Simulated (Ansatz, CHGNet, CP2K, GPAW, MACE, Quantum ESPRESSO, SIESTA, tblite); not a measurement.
# CP2K on W(100)/Au(100) interface (51 atoms): settings against a plane-wave reference, part 2 of 2

Aim: run W(100)/Au(100) interface (51 atoms) in CP2K and see how near its forces come to a plane-wave reference, and at what cost.

Program: CP2K 2026.2; the method stands at each step. Banners, paths, timers and routine set-up lines are dropped from the logs unmarked, and long logs keep their key lines alone; longer cuts are marked.

So far. Step 2 (PBE, DZVP-MOLOPT-SR, 350/50 Ry, diagonalisation): Forces lie 23 % from the reference's, at 6.4 times its CPU time (on 2 against 8 cores). Step 3 (PBE, TZV2P-UZH, 350/50 Ry, diagonalisation): Against the first run (23 %), the force difference from the reference is 16 %, at 1.7 times the CPU time (on 4 against 2 cores), with 2115 basis functions against 1299; this set comes with other potentials too, so the change isn't the basis's alone.

**4. PBE, TZV2P-MOLOPT (SR for W, Au), 350/50 Ry, diagonalisation**

Method: Kohn-Sham DFT, PBE, GTH-PBE pseudopotentials, Gaussian and plane waves, TZV2P-MOLOPT-GTH, diagonalisation.

input.inp

```
&GLOBAL
  PROJECT cell
  RUN_TYPE ENERGY_FORCE
  PRINT_LEVEL LOW
&END GLOBAL
&FORCE_EVAL
  METHOD QS
  &DFT
    BASIS_SET_FILE_NAME BASIS_MOLOPT
    BASIS_SET_FILE_NAME BASIS_MOLOPT_UCL
    POTENTIAL_FILE_NAME GTH_POTENTIALS
    &MGRID
      CUTOFF 350
      REL_CUTOFF 50
    &END MGRID
    &QS
      EPS_DEFAULT 1.0E-12
    &END QS
    &SCF
      SCF_GUESS ATOMIC
      EPS_SCF 1.0E-06
      MAX_SCF 200
      ADDED_MOS 44
      &DIAGONALIZATION
        ALGORITHM STANDARD
      &END DIAGONALIZATION
      &SMEAR ON
        METHOD FERMI_DIRAC
        ELECTRONIC_TEMPERATURE [K] 580
      &END SMEAR
      &MIXING
        METHOD BROYDEN_MIXING
        ALPHA 0.15
        NBROYDEN 8
      &END MIXING
      &PRINT
        &RESTART OFF
        &END RESTART
      &END PRINT
    &END SCF
    &XC
      &XC_FUNCTIONAL PBE
      &END XC_FUNCTIONAL
    &END XC
    &PRINT
      &MULLIKEN ON
      &END MULLIKEN
      &LOWDIN ON
      &END LOWDIN
      &MO ON
        EIGENVALUES T
        OCCUPATION_NUMBERS T
        MO_INDEX_RANGE 306 329
        &EACH
          QS_SCF 0
        &END EACH
        ADD_LAST NUMERIC
      &END MO
    &END PRINT
  &END DFT
  &SUBSYS
    &CELL
      A 8.95200 0.00000 0.00000
      B 0.00000 8.95200 0.00000
      C 0.00000 0.00000 22.04922
    &END CELL
    &COORD
      W 6.64668 6.77550 5.97071
      W 6.81901 4.45550 7.52408
      W 6.70782 6.67488 9.12000
      W 6.61589 2.21105 6.05494
      W 6.74587 8.94412 7.56862
      W 6.80450 2.29538 9.15307
      W 4.37413 4.49963 6.03575
      W 4.42157 2.32913 7.65196
      W 4.48800 4.49569 9.08538
      W 4.47143 0.08755 6.04568
      W 4.49847 6.78114 7.61404
      W 4.42256 0.04467 9.28338
      W 2.24713 6.73522 5.98217
      W 2.17462 4.53383 7.48836
      W 2.28571 6.61562 9.19849
      W 2.20944 2.20568 5.94998
      W 2.28589 8.91637 7.52849
      W 2.14481 2.24382 9.21525
      W 0.05577 4.52882 6.01569
      W 8.89856 2.26871 7.55980
[... 27 atom lines left out ...]
      Au 3.50909 1.41442 15.88867
      Au 0.56711 4.21317 12.13501
      Au 1.99916 5.82757 14.06057
      Au 3.56898 4.36464 16.11181
    &END COORD
    &KIND W
      BASIS_SET TZV2P-MOLOPT-SR-GTH-q14
      POTENTIAL GTH-PBE-q14
    &END KIND
    &KIND Au
      BASIS_SET TZV2P-MOLOPT-SR-GTH-q11
      POTENTIAL GTH-PBE-q11
    &END KIND
  &END SUBSYS
  &PRINT
    &FORCES ON
    &END FORCES
  &END PRINT
&END FORCE_EVAL
```

On the command line:

```
$ OMP_NUM_THREADS=1 mpirun -np 4 cp2k.psmp -i input.inp > output.txt
```

Numbers of over 12 decimals in the logs are rounded to 6 here.

What it wrote:

```text
CP2K| version string:                                       CP2K version 2026.2
 CP2K| Input file name                                                 input.inp
 GLOBAL| Basis set file name                                        BASIS_MOLOPT
 GLOBAL| Potential file name                                      GTH_POTENTIALS
 GLOBAL| Run type                                                   ENERGY_FORCE
 GLOBAL| Total number of message passing processes                             4
 GLOBAL| Number of threads for this process                                    1
 TOTAL NUMBERS AND MAXIMUM NUMBERS
  Total number of            - Atomic kinds:                                   2
                             - Atoms:                                         51
[... lines left out ...]
                        Smear method:                                FERMI_DIRAC
[... lines left out ...]
 Number of electrons:                                                        633
[... lines left out ...]
  Step     Update method      Time    Convergence         Total energy    Change
[... lines left out ...]
  *** SCF run converged in    48 steps ***
[... lines left out ...]
  Fermi energy:                                                 0.132929
  Total energy:                                             -2534.470688
  Total energy (extrapolated to T->0):                      -2534.460259
[... lines left out ...]
 MO|    329               0.156738               4.265067               0.000005
 MO| Sum:                                                             633.000000
 MO| E(Fermi):            0.132929 a.u.          3.617184 eV
 !-----------------------------------------------------------------------------!
                     Mulliken Population Analysis
 #  Atom  Element  Kind  Atomic population                           Net charge
       1     W        1         14.030983                             -0.030983
       2     W        1         14.033100                             -0.033100
       3     W        1         13.797020                              0.202980
[...]
# Total charge                            633.000000                  0.000000
 !-----------------------------------------------------------------------------!
 LOWDIN POPULATION ANALYSIS
 #  Atom  Element  Kind  Atomic population                           Net charge
[...]
50     Au       2         11.135804                             -0.135804
      51     Au       2         10.929183                              0.070817
 # Total charge                            633.000000                  0.000000
 ENERGY| Total FORCE_EVAL ( QS ) energy [hartree]          -2534.470679
 FORCES| Atomic forces [hartree/bohr]
 FORCES|   Atom     x               y               z               |f|
 FORCES|      1  1.66887162E-03  1.37178610E-02  3.60420478E-02   3.86004411E-02
 FORCES|      2 -3.71206408E-02  1.02134137E-02  5.73550427E-05   3.85001180E-02
 FORCES|      3  5.09222291E-03  4.03876235E-03 -8.36648309E-03   1.05943558E-02
[...]
FORCES|     50  2.01582098E-03 -3.28140563E-03  4.64419402E-03   6.03321600E-03
 FORCES|     51 -3.87096719E-03 -4.23779604E-03 -3.41448107E-03   6.67847162E-03
 FORCES| Sum     1.09684941E-04 -1.22738167E-04 -1.67459563E-04
 FORCES| Total atomic force                                       2.34815138E-04
```

Elapsed: 6.9 min, on 4 MPI ranks of Arm Neoverse V1, shared host; peak memory 5.6 GiB.

Against the reference:

```
r.m.s. force component                  : 0.7003 eV/Å
r.m.s. difference of force components   : 105.8 meV/Å
longest difference of force vectors     : 355.6 meV/Å
force difference over r.m.s. force      : 16.41 %
slope of forces against the reference's : 1.076
correlation of force components         : 0.991
```

Against the first run (23 %), the force difference from the reference is 16 %, at 1.4 times the CPU time (on 4 against 2 cores), with 2115 basis functions against 1299: the larger basis brings the forces nearer.

**5. BLYP, DZVP-MOLOPT-SR, 350/50 Ry, diagonalisation**

Method: Kohn-Sham DFT, BLYP, GTH-BLYP pseudopotentials, Gaussian and plane waves, DZVP-MOLOPT-SR-GTH, diagonalisation.

Changes to input.inp since step 4:

```diff
@@ -9,3 +9,2 @@
     BASIS_SET_FILE_NAME BASIS_MOLOPT
-    BASIS_SET_FILE_NAME BASIS_MOLOPT_UCL
     POTENTIAL_FILE_NAME GTH_POTENTIALS
@@ -41,3 +40,3 @@
     &XC
-      &XC_FUNCTIONAL PBE
+      &XC_FUNCTIONAL BLYP
       &END XC_FUNCTIONAL
@@ -70,8 +69,8 @@
     &KIND W
-      BASIS_SET TZV2P-MOLOPT-SR-GTH-q14
-      POTENTIAL GTH-PBE-q14
+      BASIS_SET DZVP-MOLOPT-SR-GTH-q14
+      POTENTIAL GTH-BLYP-q14
     &END KIND
     &KIND Au
-      BASIS_SET TZV2P-MOLOPT-SR-GTH-q11
-      POTENTIAL GTH-PBE-q11
+      BASIS_SET DZVP-MOLOPT-SR-GTH-q11
+      POTENTIAL GTH-BLYP-q11
     &END KIND
```

On the command line:

```
$ OMP_NUM_THREADS=2 cp2k.psmp -i input.inp > output.txt
```

What it wrote:

```text
CP2K| version string:                                       CP2K version 2026.2
 CP2K| Input file name                                                 input.inp
 GLOBAL| Basis set file name                                        BASIS_MOLOPT
 GLOBAL| Potential file name                                      GTH_POTENTIALS
[... lines left out ...]
                        Smear method:                                FERMI_DIRAC
[... lines left out ...]
 Number of electrons:                                                        633
[... lines left out ...]
  Step     Update method      Time    Convergence         Total energy    Change
[... lines left out ...]
  *** SCF run converged in    53 steps ***
[... lines left out ...]
  Fermi energy:                                                 0.150345
  Total energy:                                             -2524.614549
  Total energy (extrapolated to T->0):                      -2524.604836
[... lines left out ...]
 MO| E(Fermi):            0.150345 a.u.          4.091089 eV
[... lines left out ...]
      50     Au       2         11.160689                             -0.160689
      51     Au       2         10.925872                              0.074128
 # Total charge                            633.000000                  0.000000
 ENERGY| Total FORCE_EVAL ( QS ) energy [hartree]          -2524.614545
 FORCES| Atomic forces [hartree/bohr]
 FORCES|   Atom     x               y               z               |f|
 FORCES|      1  2.10922038E-03  1.27334133E-02  2.54353894E-02   2.85227568E-02
 FORCES|      2 -3.84594707E-02  9.18723286E-03 -1.16133611E-04   3.95417453E-02
 FORCES|      3  3.89822381E-03  4.14161095E-03  1.04992325E-05   5.68763575E-03
[...]
FORCES|     50  1.68786391E-03 -3.51617885E-03  4.40593556E-03   5.88427280E-03
 FORCES|     51 -4.22847262E-03 -5.41343992E-03  9.32626826E-03   1.15829440E-02
 FORCES| Sum     2.36918154E-03 -2.66560520E-03 -4.05400609E-03
 FORCES| Total atomic force                                       5.39939234E-03
```

It took 9.7 min on 2 threads; peak memory 2.4 GiB; 18 min of CPU time.

Compared with the plane-wave run:

```
r.m.s. force component                  : 0.7594 eV/Å
r.m.s. difference of force components   : 323.3 meV/Å
longest difference of force vectors     : 1050 meV/Å
force difference over r.m.s. force      : 50.12 %
slope of forces against the reference's : 1.067
correlation of force components         : 0.9066
```

Against the first run (23 %), the force difference from the reference is 50 %, at 0.95 times the CPU time; the model has changed, so this is no error of the program alone.

The difference per atom is largest on Au (0.65 eV/Å on average, against 0.24 on W).

**6. PBE, DZVP-MOLOPT-SR, 350/70 Ry, diagonalisation**

Method: Kohn-Sham DFT, PBE, GTH-PBE pseudopotentials, Gaussian and plane waves, DZVP-MOLOPT-SR-GTH, diagonalisation.

Changes to input.inp since step 5:

```diff
@@ -12,3 +12,3 @@
       CUTOFF 350
-      REL_CUTOFF 50
+      REL_CUTOFF 70
     &END MGRID
@@ -40,3 +40,3 @@
     &XC
-      &XC_FUNCTIONAL BLYP
+      &XC_FUNCTIONAL PBE
       &END XC_FUNCTIONAL
@@ -66,2 +66,3 @@
     &COORD
+      SCALED
 [... 51 atom lines left out: the same atoms as in the first run ...]
@@ -70,3 +71,3 @@
       BASIS_SET DZVP-MOLOPT-SR-GTH-q14
-      POTENTIAL GTH-BLYP-q14
+      POTENTIAL GTH-PBE-q14
     &END KIND
@@ -74,3 +75,3 @@
       BASIS_SET DZVP-MOLOPT-SR-GTH-q11
-      POTENTIAL GTH-BLYP-q11
+      POTENTIAL GTH-PBE-q11
     &END KIND
```

What it wrote:

```text
CP2K| version string:                                       CP2K version 2026.2
 CP2K| Input file name                                                 input.inp
 GLOBAL| Basis set file name                                        BASIS_MOLOPT
 GLOBAL| Potential file name                                      GTH_POTENTIALS
 GLOBAL| Run type                                                   ENERGY_FORCE
 GLOBAL| Total number of message passing processes                             1
 GLOBAL| Number of threads for this process                                    2
[... lines left out ...]
                        Smear method:                                FERMI_DIRAC
[... lines left out ...]
 Number of electrons:                                                        633
[... lines left out ...]
  Step     Update method      Time    Convergence         Total energy    Change
[... lines left out ...]
  *** SCF run converged in    56 steps ***
[... lines left out ...]
  Fermi energy:                                                 0.133096
  Total energy:                                             -2534.325944
  Total energy (extrapolated to T->0):                      -2534.315473
[... lines left out ...]
 MO| E(Fermi):            0.133096 a.u.          3.621719 eV
[... lines left out ...]
       2     W        1         14.115361                             -0.115361
       3     W        1         13.855411                              0.144589
[...]
# Total charge                            633.000000                  0.000000
 !-----------------------------------------------------------------------------!
 LOWDIN POPULATION ANALYSIS
 #  Atom  Element  Kind  Atomic population                           Net charge
[...]
50     Au       2         11.156400                             -0.156400
      51     Au       2         10.927613                              0.072387
 # Total charge                            633.000000                  0.000000
 ENERGY| Total FORCE_EVAL ( QS ) energy [hartree]          -2534.325942
 FORCES| Atomic forces [hartree/bohr]
 FORCES|   Atom     x               y               z               |f|
 FORCES|      1  1.51190690E-03  1.38255844E-02  3.59714395E-02   3.85665283E-02
 FORCES|      2 -3.72583191E-02  1.03296261E-02  1.76222417E-06   3.86637236E-02
 FORCES|      3  5.22143294E-03  4.05582316E-03 -8.25854410E-03   1.05790649E-02
[...]
FORCES|     50  1.99572777E-03 -3.50223933E-03  4.15732525E-03   5.79067896E-03
 FORCES|     51 -4.03222286E-03 -4.60821890E-03 -1.03916161E-03   6.21082599E-03
 FORCES| Sum     1.03308447E-04 -1.51677922E-04 -1.28212971E-04
 FORCES| Total atomic force                                       2.23869143E-04
```

Elapsed: 11 min, on 2 threads; peak memory 2.4 GiB.

Numbers from this run, and their distance from the reference:

* r.m.s. force component: 0.72 eV/Å
* r.m.s. difference of force components: 145.9 meV/Å
* longest difference of force vectors: 516.5 meV/Å
* force difference over r.m.s. force: 22.61 %
* slope of forces against the reference's: 1.097
* correlation of force components: 0.9831
* energy less the same-level run's: -0.0067 meV/atom
* r.m.s. force difference from the same-level run: 0.188 meV/Å

Against the first run (23 %), the force difference from the reference is 23 %, at 1.1 times the CPU time: the change moves forces by 0.19 meV/Å r.m.s., so most of the difference comes from elsewhere.

The difference per atom is largest on Au (0.30 eV/Å on average, against 0.11 on W).

**7. The ladder**

Differences are against the plane-wave reference, forces as r.m.s. over components; share is that over the reference's r.m.s. force, slope the least-squares factor from reference forces to these. Total energies of different programs have different zeros and aren't compared.

| run | Δ force, r.m.s. (meV/Å) | share (%) | slope | cores | CPU time | memory (GiB) |
| --- | --- | --- | --- | --- | --- | --- |
| reference | - | - | - | 8 | 3 min | 2.5 |
| CP2K PBE, DZVP-MOLOPT-SR, 350/50 Ry, diagonalisation | 146 | 22.6 | 1.097 | 2 | 19 min | 2.4 |
| CP2K PBE, TZV2P-UZH, 350/50 Ry, diagonalisation | 105 | 16.3 | 1.074 | 4 | 33 min | 6.8 |
| CP2K PBE, TZV2P-MOLOPT (SR for W, Au), 350/50 Ry, diagonalisation | 106 | 16.4 | 1.076 | 4 | 27 min | 5.6 |
| CP2K BLYP, DZVP-MOLOPT-SR, 350/50 Ry, diagonalisation | 323 | 50.1 | 1.067 | 2 | 18 min | 2.4 |
| CP2K PBE, DZVP-MOLOPT-SR, 350/70 Ry, diagonalisation | 146 | 22.6 | 1.097 | 2 | 22 min | 2.4 |

CPU time is summed over cores on a shared host, where runs went side by side, so it is rough. Symmetry, cutoffs, thresholds, outputs and thread counts weren't matched or tuned between programs; memory under MPI is the largest rank's times the ranks.

Mean charges by element (e), by run and scheme:

| run | scheme | W | Au |
| --- | --- | --- | --- |
| CP2K PBE, DZVP-MOLOPT-SR, 350/50 Ry, diagonalisation | Mulliken | +0.04 | -0.03 |
| CP2K PBE, TZV2P-UZH, 350/50 Ry, diagonalisation | Mulliken | +0.03 | -0.02 |
| CP2K PBE, TZV2P-MOLOPT (SR for W, Au), 350/50 Ry, diagonalisation | Mulliken | +0.04 | -0.04 |
| CP2K BLYP, DZVP-MOLOPT-SR, 350/50 Ry, diagonalisation | Mulliken | +0.03 | -0.03 |
| CP2K PBE, DZVP-MOLOPT-SR, 350/70 Ry, diagonalisation | Mulliken | +0.04 | -0.03 |

Within one program, basis, potentials and functional, energies share a zero. Each run against its twin at the usual cutoff or grid and solver:

| run | twin | Δ energy (meV/atom) | Δ force, r.m.s. (meV/Å) | CPU time over the twin's |
| --- | --- | --- | --- | --- |
| CP2K PBE, DZVP-MOLOPT-SR, 350/70 Ry, diagonalisation | DZVP-MOLOPT-SR, 350/50 Ry, diagonalisation | -0.0067 | 0.188 | 1.1 |

Further runs of this program without a result: CP2K GFN1-xTB, diagonalisation (not converged); CP2K PBE, SZV-MOLOPT-SR, 350/50 Ry, diagonalisation (cut off at its time limit).

**8. Summary of results**

| Item | Value |
| --- | --- |
| nearest in forces | a tie at 16 % of 2 runs: CP2K PBE, TZV2P-UZH, 350/50 Ry, diagonalisation; CP2K PBE, TZV2P-MOLOPT (SR for W, Au), 350/50 Ry, diagonalisation |

**Reading.** The PBE runs in local orbitals differ by 16 % (CP2K PBE, TZV2P-UZH, 350/50 Ry, diagonalisation) to 23 % (CP2K PBE, DZVP-MOLOPT-SR, 350/70 Ry, diagonalisation); basis, grid and potentials can all enter. Rows with another functional or a dispersion term differ by 50 % (CP2K BLYP, DZVP-MOLOPT-SR, 350/50 Ry, diagonalisation), which mixes the change of model with differences of basis and potentials. None of the electronic-structure runs in the table takes under half the reference's CPU time of 3 min; they take 6.1 to 11 times as much. The mean charges agree among these rows within 0.02 e. The potentials hold different valence shells: 849 electrons in the reference, 633 in CP2K with TZV2P-MOLOPT; this bears on time and differences. The electron count is odd in these runs, and they have no spin polarisation, so the unpaired electron is spread evenly over both spins. The host structure and its lattice constant were typed by rule, without a check against the phase diagram. The electron count is odd and the run has no spin polarisation, so levels at the top are partly filled by construction. The electronic-structure runs sample only Γ, in a cell whose shortest periodic width is 9 Å, which is coarse for a cell with partly filled levels. Spin–orbit coupling is left out, which matters for the levels of the heavy elements.

[Also dropped from logs without a mark: logging warnings of Python, and SIESTA's first energy breakdown and zero terms.]

[Logs are printed without paths, hosts, clocks, repeated set-up lines and the standing remarks that a program may print on its own settings, such as how far it seeks lower states.]

[Hosts, paths, dates, database ids (printed as entryN), source tags and the programs' standing remarks are cut or masked in the printed files.]
